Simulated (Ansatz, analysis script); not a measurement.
# Energy of spin spirals in MnS

Wanted: E(q) and the moments of MnS along a path through the zone.

Main program and level: Ansatz 0.2.0; PBEsol with U = 4 eV on Mn d (ortho-atomic projectors), PAW set soft_1 (files made for PBE).

The database entry behind the starting cell differs from later determinations by our own check (an axis about 0.2 % short against later determinations), so it need not match the best structure at ambient conditions.

### 1. The structure

It takes space group Fm-3m (No. 225, cubic). Conventional cell: a = 5.209 Å, b = 5.209 Å, c = 5.209 Å, α = 90.00°, β = 90.00°, γ = 90.00°. Mn has 6 S at 2.60 Å nearest. Nearest to S lie 6 Mn at 2.60 Å. Farther neighbours and most contacts between anions are not listed.

### 2. The collinear state

The work starts on two spin channels, which tell the size of the moments.

The input, input.yaml:

```yaml
crystal:
  lattice:
    - [0.0, 2.6045, 2.6045]
    - [2.6045, 0.0, 2.6045]
    - [2.6045, 2.6045, 0.0]
  atoms:
    - { symbol: Mn, position: [0.0, 0.0, 0.0], spin: 4.5 }
    - { symbol: S, position: [0.5, 0.5, 0.5] }
magnetization:
  spin_polarized: true
kpoints:
  mp_grid: { grid: [6, 6, 6] }
hamiltonian:
  xc: pbesol
  hubbard:
    projectors: ortho-atomic
    sites: [{ species: Mn, l: d, u_eff: 4.0 }]
  pseudopotentials: { kind: paw, azcp: { folder: soft_1 }, xc_functional: pbe }
scf:
  occupations: { method: fermi_dirac, width: 0.05 }
  max_iter: 120
  convergence: { dr2_threshold: 1.0e-08 }
output:
  write_density: true
  write_potential: true
  elf: true
  volumetric_format: npy
```

Run with:

```
$ ansatz run input.yaml --threads 1 --pin off --max-ram 2560MiB --backend cpu --events-out ev --progress --plain --runs-dir out
```

Numbers of over 12 decimals in the logs are rounded to 6 here.

Output:

```text
Engine: ansatz 0.2.0, aarch64-unknown-linux-gnu
Pseudopotentials: kind: paw
Pseudopotential: Mn, paw, valence charge 15, recommended cutoff 420 eV (normal), soft_1/Mn.paw.azcp
Pseudopotential: S, paw, valence charge 6, recommended cutoff 420 eV (normal), soft_1/S.paw.azcp
Functional definition: PBEsol
  exchange = pbesol_x
  correlation = pbesol_c
Crystal: 2 atoms, lattice volume = 35.335 Å³
Basis set: ecut = 420 eV, 701 PW (Γ)
Bands: 17, of which v1, the nominal top of the filled ones, is band 11 counted from 1 (10 counted from 0)
Symmetry: 48 space group operations
Space group: Fm-3m (ITA 225), of the structure as read, at distance tolerance 3.3e-5 Å
Magnetic group: BNS 225.116 (UNI 1618), of the structure as read, at distance tolerance 3.3e-5 Å
k-points: 16 of 216
Non-local potential: Mn, projectors of the file, l = 0: 3, l = 1: 2, l = 2: 3, l = 3: 1
Non-local potential: S, projectors of the file, l = 0: 2, l = 1: 2, l = 2: 1
PAW form: soft (Blöchl's): semilocal exchange-correlation on the pseudo side does not see the compensation charge
PAW frozen core: Mn, regenerated for the run's functional, and the local potential with it (the file was generated under x = pbe(κ = 0.804, μ = 0.219515), c = pbe(β = 0.066725))
PAW frozen core: S, regenerated for the run's functional, and the local potential with it (the file was generated under x = pbe(κ = 0.804, μ = 0.219515), c = pbe(β = 0.066725))
PAW one-centre angular grid: Mn, 590 points (default); XC on 64 Gauss nodes
PAW one-centre angular grid: S, 110 points (default); XC on 64 Gauss nodes
Initial density: superposition of atomic densities (chi_scale 0.1, normalization cell, long waves kept (reshape's long-wave potential 0.00 eV rms))
Starting moments: Σ|m| = 4.5 μB on 1 of 2 sites
Initial wavefunctions: pseudopotential atomic-orbital guess
Functional: x = pbesol(κ = 0.804, μ = 0.123457), c = pbesol(β = 0.046)
SCF iter   1: F=—  HF=-4753.587676 eV  |F-HF|=—  |Δ(HF+E_count)|=         —  Δρ=5.80e-2 (↑5.80e-2 ↓2.96e-2)  dr2=1.70e0  dr2_m=1.88e-1  M=4.970 μB ∫|m|=4.970 μB  β_m=1.00  ethr=3.10e-3  ⟨swp⟩=5.8  Hψ=2932  notcnv=0
preconditioner: auto → none  [insulator: Δε(μ)=0.142 eV  Ē_g=10.618 eV  σ=0.050 eV  W_gap=0.58  n_scr=14 (ndim 8)  ℏωp=22.5 eV  f_vac=0.000  D(μ)=0.33/eV (n_scr^D=0)  ε∞_Penn≈5.5]
SCF iter   2: F=—  HF=-4753.437284 eV  |F-HF|=—  |Δ(HF+E_count)|=   1.50e-1  Δρ=1.07e-2 (↑1.07e-2 ↓1.03e-2)  dr2=1.00e-1  dr2_m=9.27e-3  M=5.000 μB ∫|m|=5.000 μB  β_m=1.00  ethr=3.10e-3  ⟨swp⟩=2.9  Hψ=1290  notcnv=0  defer=31
SCF iter   3: F=—  HF=-4753.527888 eV  |F-HF|=—  |Δ(HF+E_count)|=   9.06e-2  Δρ=6.03e-3 (↑6.03e-3 ↓5.56e-3)  dr2=3.12e-2  dr2_m=4.39e-4  M=5.000 μB ∫|m|=5.000 μB  β_m=1.00  ethr=4.77e-4  ⟨swp⟩=2.5  Hψ=892  notcnv=0  defer=31
SCF iter   4: F=—  HF=-4753.578974 eV  |F-HF|=—  |Δ(HF+E_count)|=   5.11e-2  Δρ=2.24e-3 (↑2.24e-3 ↓1.90e-3)  dr2=3.05e-3  dr2_m=1.06e-4  M=5.000 μB ∫|m|=5.000 μB  β_m=0.30  ethr=1.48e-4  ⟨swp⟩=2.4  Hψ=919  notcnv=0  defer=31
Mixer restart at iter 4: flushing history
spin-set hold released at iteration 4 (site moments contracting): the magnetisation degrees of freedom join the quasi-Newton model from the next iteration; the mixer history was flushed
SCF iter   5: F=—  HF=-4753.605184 eV  |F-HF|=—  |Δ(HF+E_count)|=   2.62e-2  Δρ=1.53e-3 (↑1.53e-3 ↓1.27e-3)  dr2=1.16e-3  dr2_m=9.05e-5  M=5.000 μB ∫|m|=5.000 μB  β_m=0.64  ethr=1.45e-5  ⟨swp⟩=2.0  Hψ=720  notcnv=0  defer=31
SCF iter   6: F=—  HF=-4753.631380 eV  |F-HF|=—  |Δ(HF+E_count)|=   2.62e-2  Δρ=6.52e-4 (↑6.52e-4 ↓5.88e-4)  dr2=6.52e-4  dr2_m=6.26e-6  M=5.000 μB ∫|m|=5.000 μB  β_m=0.53  ethr=5.50e-6  ⟨swp⟩=2.0  Hψ=968  notcnv=0  defer=31
SCF iter   7: F=—  HF=-4753.631182 eV  |F-HF|=—  |Δ(HF+E_count)|=   1.98e-4  Δρ=3.02e-4 (↑3.02e-4 ↓1.31e-4)  dr2=2.18e-5  dr2_m=1.15e-5  M=5.000 μB ∫|m|=5.000 μB  β_m=0.49  ethr=3.10e-6  ⟨swp⟩=2.5  Hψ=786  notcnv=0  defer=31
SCF iter   8: F=—  HF=-4753.631180 eV  |F-HF|=—  |Δ(HF+E_count)|=   2.54e-6  Δρ=1.11e-4 (↑1.11e-4 ↓8.09e-5)  dr2=5.44e-7  dr2_m=2.86e-6  M=5.000 μB ∫|m|=5.000 μB  β_m=0.71  ethr=1.04e-7  ⟨swp⟩=2.3  Hψ=774  notcnv=0  defer=31
SCF iter   9: F=—  HF=-4753.631181 eV  |F-HF|=—  |Δ(HF+E_count)|=   1.93e-6  Δρ=2.97e-5 (↑2.97e-5 ↓1.06e-5)  dr2=1.34e-7  dr2_m=1.15e-7  M=5.000 μB ∫|m|=5.000 μB  β_m=0.67  ethr=2.59e-9  ⟨swp⟩=2.0  Hψ=875  notcnv=0  defer=31
SCF iter  10: F=-4753.631181 eV  HF=-4753.631181 eV  |F-HF|=5.11e-9  |Δ(HF+E_count)|=   1.73e-8  Δρ=3.60e-6 (↑3.60e-6 ↓3.55e-6)  dr2=2.63e-10  dr2_m=3.80e-9  M=5.000 μB ∫|m|=5.000 μB  ethr=4.76e-11  ⟨swp⟩=4.4  Hψ=2001  notcnv=0
SCF 1 converged in 10 iterations: F = -4753.631181 eV  dr2 = 2.63e-10
  greatest PAW one-centre occupation: 1.000 electrons in one spin orbital (limit 2), on the Mn atom at site 0 (counted from 0), in its partial waves of l = 1
SCF converged after 10 iterations
Magnetization: 5.0000 μB (13.0000 up, 8.0000 down)
Absolute magnetization: 5.0000 μB (∫|ρ↑−ρ↓|, with the PAW one-centre terms)
Spin contamination: 0.0107 ħ² per cell (⟨S²⟩ above its minimum at these occupations)
Per-site moments (μB) at R_I (Å): [(4.491868, 1.074356), (0.114455, 1.074356)]
Free energy (F): -4753.631181 eV
Harris-Foulkes:  -4753.631181 eV  (|F-HF|=5.11e-9)
Internal energy: -4753.631170 eV  (E = F + TS)
E sigma→0 (E₀):  -4753.631176 eV
Entropy (-TS):   -0.000012 eV (-0.006 meV/atom)
Fermi energy:    10.465260 eV
--- Per-component energies (eV) ---
  E_band       = -311.563488
  E_kinetic    = 417.805674
  E_local      = -2683.349510  (includes V_loc(G=0)·N_el)
  E_nonlocal   = 503.118563
  E_hartree    = 1021.721388
  E_xc         = -193.850410
  E_vxc        = -218.321624  (∫ρ·V_xc dr)
  E_hubbard    = 0.572254  (on-site DFT+U / exact-exchange correction)
  E_vhub       = -9.382353  (the Hubbard potential's part of the band-sum identity)
  E_paw        = -1894.766649  (= ΣΔE_a)
  E_vpaw       = -364.877220  (= ΣTr[D̂ρ^β])
  E_aug_tail   = 0.000096  (compensation charges beyond the density's cutoff)
  E_ewald      = -1925.114175
  E_core_change = 0.231600  (= ΣΔE_core)
  E_smearing   = -0.000012  (= −TS)
  E_closure    = 0.000000  (closes the sum)
  Σ components = -4753.631181   (vs F -4753.631181, Δ=0.00e0)
--- Band table (eV; the first three rows and the last of 32) ---
  k-point 0 ↑: bands = [... 7 lower, 4.4346, 4.5532, 4.5532, 8.5558, 8.5558, 8.5558, 11.8190, 18.6004, ... 2 higher]
  k-point 1 ↑: bands = [... 7 lower, 4.2737, 4.5693, 4.5693, 7.1540, 8.9394, 8.9394, 13.2236, 17.1341, ... 2 higher]
  k-point 2 ↑: bands = [... 7 lower, 3.8551, 4.8023, 4.8023, 6.0134, 9.6730, 9.6730, 13.3806, 16.2536, ... 2 higher]
  k-point 15 ↓: bands = [... 7 lower, 6.5088, 12.0636, 12.4096, 13.0149, 13.2446, 13.4623, 14.8360, 17.6034, ... 2 higher]
Occupation matrices written to <dir>
```

It took 4.5 s on 1 thread of Arm Neoverse V2, shared host; peak memory 0.31 GiB.

Reading the cycles: dr2 is the Hartree energy of the density residual (eV), the measure of convergence; HF is the Harris–Foulkes estimate of the energy, which meets the free energy F at convergence.

Spin moment in the atom's sphere by atom:

```csv
atom,spin moment in the atom's sphere (μB)
Mn1,4.49
S2,0.11
```

Tables count atoms from 1; parts of the log count from 0.

The run ends ferromagnetic, with a net moment of 5 μB a cell. With one Mn atom carrying the moment, parallel order of its images is forced by the cell, not found.

Spin density in the ac plane of the conventional cell at fractional y = 0.000, with atoms of Mn and S within 0.2 Å of it.

Ten even steps from '_' (0.01 × 1e0 e/Å³) to '@' (7.51 × 1e0 e/Å³), each cell a mean:
```
**::____________________..==
..__________________________
____________________________
____________________________
____________________________
__________..==**::__________
__________..##@@--__________
____________::--..__________
____________________________
____________________________
____________________________
::..______________________::
@@--____________________..**
```
Columns run along a (5.2 Å), rows up along c (5.2 Å), edges of the conventional cell, whose origin can differ from the input's. Atoms in or near the plane, at fractional coordinates: Mn at (0.00, 0.00), Mn at (0.50, 0.50), S at (0.50, 0.00), S at (0.00, 0.50).

Valence density in the ac plane of the conventional cell at fractional y = 0.000, with atoms of Mn and S within 0.2 Å of it. It is the smooth field of the valence electrons, not physical close to the nuclei.

Values in e/Å³, 13 rows by 14 columns, each cell a mean:
```
16  6  1  0  1  1  1  1  1  1  0  0  2 12
 3  1  0  0  0  1  1  1  1  0  0  0  1  2
 0  0  0  0  0  0  0  0  0  0  0  0  0  0
 0  0  0  0  0  0  0  0  0  0  0  0  0  0
 1  1  0  0  0  0  2  2  1  0  0  0  1  1
 1  1  1  0  0  2 11 15  5  1  0  1  1  1
 0  1  1  0  0  3 17 24  8  1  0  1  1  1
 1  1  1  0  0  1  6  8  3  0  0  0  1  1
 1  1  0  0  0  0  1  1  0  0  0  0  0  1
 0  0  0  0  0  0  0  0  0  0  0  0  0  0
 1  0  0  0  0  0  1  1  1  0  0  0  0  1
 7  2  0  0  0  1  1  1  1  1  0  0  1  5
23  8  1  0  1  1  1  0  1  1  0  0  3 16
```
Columns run along a (5.2 Å), rows up along c (5.2 Å), edges of the conventional cell, whose origin can differ from the input's. Atoms in or near the plane, at fractional coordinates: Mn at (0.00, 0.00), Mn at (0.50, 0.50), S at (0.50, 0.00), S at (0.00, 0.50).

ELF in the ac plane of the conventional cell at fractional y = 0.000, with atoms of Mn and S within 0.2 Å of it. It is the smooth field of the valence electrons, not physical close to the nuclei.

Ten even steps from '_' (0.08) to '@' (0.83), each cell a mean:
```
##++..--%%@@--::##@@++..--##
==::__::##@@@@@@@@%%==__..--
......__--**%%%%##==..__....
##**==..__..::::....__::**##
@@@@%%==__..----::__::##@@@@
::##@@++..--**##++..--%%@@==
__**@@**..==%%%%**::--@@%%..
**@@@@++..::++**==..::%%@@##
@@@@##::____..::..__..++%%@@
====::__..--====--::__..--==
....__..++%%@@@@@@**::____..
++==..::%%@@##**@@@@++..::++
%%**::--@@%%::__**@@**..==##
```
Columns run along a (5.2 Å), rows up along c (5.2 Å), edges of the conventional cell, whose origin can differ from the input's. Atoms in or near the plane, at fractional coordinates: Mn at (0.00, 0.00), Mn at (0.50, 0.50), S at (0.50, 0.00), S at (0.00, 0.50).

Each spiral starts from these moments, tilted 90° from the rotation axis z (a flat spiral), and is free to relax. Spin–orbit coupling is switched off, so the energy does not depend on how the axis lies in the crystal. The folder named start holds the saved collinear state, from which each run begins.

The runs on spinors take the mesh 8×8×8.

### 3. q = (0, 0, 0)

The reference is the same input at q = 0, so that basis and exchange-correlation form match those at other q. Every q is chosen so that q/2 is a mesh vector: every spiral then samples the k-points of q = 0, and much mesh noise cancels.

input.yaml, the sections that differ from step 2:

```yaml
crystal:
  lattice:
    - [0.0, 2.6045, 2.6045]
    - [2.6045, 0.0, 2.6045]
    - [2.6045, 2.6045, 0.0]
  atoms:
    - { symbol: Mn, position: [0.0, 0.0, 0.0], spin: 4.49, spin_axis: [1.0, 0.0, 0.0] }
    - { symbol: S, position: [0.5, 0.5, 0.5] }
kpoints:
  mp_grid: { grid: [8, 8, 8] }
basis:
  ecutwfc: 420.0
magnetization:
  noncollinear: true
  spin_spiral: { q: [0.0, 0.0, 0.0] }
checkpoint:
  read: start
# hamiltonian, scf: as in step 2
# output: removed
```

Output:

```text
Warning: magnetization.spin_spiral: disabling space-group detection — beside a Hubbard shell, its report or a lock it is not worked out which of the operations that keep the spiral keep those too, and one that does not would average them into another order's, and files of the run's orbitals state none, so no spatial operation reduces the k-mesh or symmetrises the density; of a planar spiral with no Hubbard correction or report and no files of its own orbitals, on a mesh that holds points beside their negatives, k and −k, whose spinors are each other's conjugates with the components exchanged, are solved as one point, and the moment along z is held at nought; [rest of the remark cut]
Warning: checkpoint.read: spin treatment differs: saved collinear, current noncollinear; the saved charge density seeds this run and the saved magnetisation is carried along the axis that this deck's starting moments share; the saved density holds an absolute magnetisation of 5.0e0 μB; saved orbitals are not carried; the saved PAW projector densities are carried along that axis; the saved DFT+U occupations are carried along that axis
Warning: checkpoint.read: magnetization.spin_spiral differs: saved none, current q = [0, 0, 0]; the saved state is no spin spiral's: the SCF starts from none of its orbitals and from its density, each atom's moment turned about z as a whole to its place on this deck's spiral. A spiral's own state at q: [0, 0, 0] serves better
[...]
Crystal: 2 atoms, lattice volume = 35.335 Å³
Basis set: ecut = 420 eV, 701 PW (Γ)
Bands: 30, of which v1, the nominal top of the filled ones, is band 21 counted from 1 (20 counted from 0)
Symmetry: 1 space group operations
k-points: 512
Spin spiral: q = (0, 0, 0) of the reciprocal vectors; moments are told in the frame that turns with it, a site's in that at the site
[...]
Starting moments: Σ|m| = 4.49 μB on 1 of 2 sites; this step starts from the density that it was given
[...]
iter 1 solved again at ethr=1.93e-7 eV; its pass at ethr=3.10e-3 eV (dr2=4.04e-5 eV) is discarded
[...]
SCF iter   5: F=-4753.635219 eV  HF=-4753.635219 eV  |F-HF|=1.43e-9  |Δ(HF+E_count)|=   7.00e-8  Δρ=3.98e-6  dr2=5.05e-10  dr2_m=1.28e-9  ethr=4.76e-11  |M|=5.00e0 ∫|m|=5.00e0 μB  |m|>n=0.0e0 m-floor=0.0e0 τ_xc=1.7e-9 mc-row=0.0e0  ⟨swp⟩=1.6  Hψ=44466  notcnv=0
SCF 1 converged in 5 iterations: F = -4753.635219 eV  dr2 = 5.05e-10
[...]
SCF converged after 5 iterations
Magnetization: |M| = 5.0000 μB,  M = (+5.0000, +0.0000, +0.0000) μB
Absolute magnetization: 5.0000 μB (∫|m|, with the PAW one-centre terms)
  site 0: m = (+4.4922, +0.0000, +0.0000) μB, |m| = 4.4922 μB  (R = 1.07 Å)
  site 1: m = (+0.1131, -0.0000, +0.0000) μB, |m| = 0.1131 μB  (R = 1.07 Å)
Free energy (F): -4753.635219 eV
[...]
Internal energy: -4753.635213 eV  (E = F + TS)
E sigma→0 (E₀):  -4753.635216 eV
Entropy (-TS):   -0.000006 eV (-0.003 meV/atom)
Fermi energy:    10.471523 eV
[...]
```

Run time: 95 s. Hardware: 1 thread; peak memory 1.4 GiB.

The largest moment is 4.49 μB, against 4.49 μB in the collinear run.

### 4. q = (0, 0, 0.25)

Only q changes. The cell stays that of the crystal, since the generalised Bloch theorem carries the rotation from cell to cell.

Edit input.yaml of step 3 so:

```diff
@@ -24,3 +24,3 @@
   noncollinear: true
-  spin_spiral: { q: [0.0, 0.0, 0.0] }
+  spin_spiral: { q: [0.0, 0.0, 0.25] }
 checkpoint:
```

Output:

```text
[...]
Crystal: 2 atoms, lattice volume = 35.335 Å³
Basis set: ecut = 420 eV, 701 PW (Γ)
Bands: 30, of which v1, the nominal top of the filled ones, is band 21 counted from 1 (20 counted from 0)
Symmetry: 1 space group operations
k-points: 512
[...]
SCF iter   6: F=-4753.670787 eV  HF=-4753.670787 eV  |F-HF|=3.12e-9  |Δ(HF+E_count)|=   1.95e-6  Δρ=3.33e-6  dr2=1.06e-9  dr2_m=1.33e-9  ethr=4.76e-11  |M|=4.74e0 ∫|m|=4.85e0 μB  |m|>n=0.0e0 m-floor=0.0e0 τ_xc=2.8e-2 mc-row=0.0e0  ⟨swp⟩=4.5  Hψ=45026  notcnv=0
SCF 1 converged in 6 iterations: F = -4753.670787 eV  dr2 = 1.06e-9
[...]
SCF converged after 6 iterations
Magnetization: |M| = 4.7387 μB,  M = (+4.7387, -0.0000, +0.0000) μB
Absolute magnetization: 4.8527 μB (∫|m|, with the PAW one-centre terms)
  site 0: m = (+4.4443, -0.0000, +0.0000) μB, |m| = 4.4443 μB  (R = 1.07 Å)
  site 1: m = (+0.0640, -0.0000, -0.0000) μB, |m| = 0.0640 μB  (R = 1.07 Å)
Free energy (F): -4753.670787 eV
[...]
Internal energy: -4753.670787 eV  (E = F + TS)
E sigma→0 (E₀):  -4753.670787 eV
Entropy (-TS):   -0.000000 eV (-0.000 meV/atom)
Fermi energy:    10.536325 eV
[...]
```

The job ended after 1.9 min (1 thread; peak memory 1.5 GiB).

The energy of the cell lies 35.6 meV below that at q = 0, and the largest moment is 4.44 μB against 4.49 μB.

(Part 1 of 2 ends here.)

[Logs and program files are shortened in this print: banners, set-up blocks, solver, clock and traceback lines can be left out without a mark of their own.]

[Logs are printed without paths, hosts, clocks, repeated set-up lines and the standing remarks that a program may print on its own settings, such as how far it seeks lower states.]

[Hosts, paths, dates, database ids (printed as entryN), source tags and the programs' standing remarks are cut or masked in the printed files.]
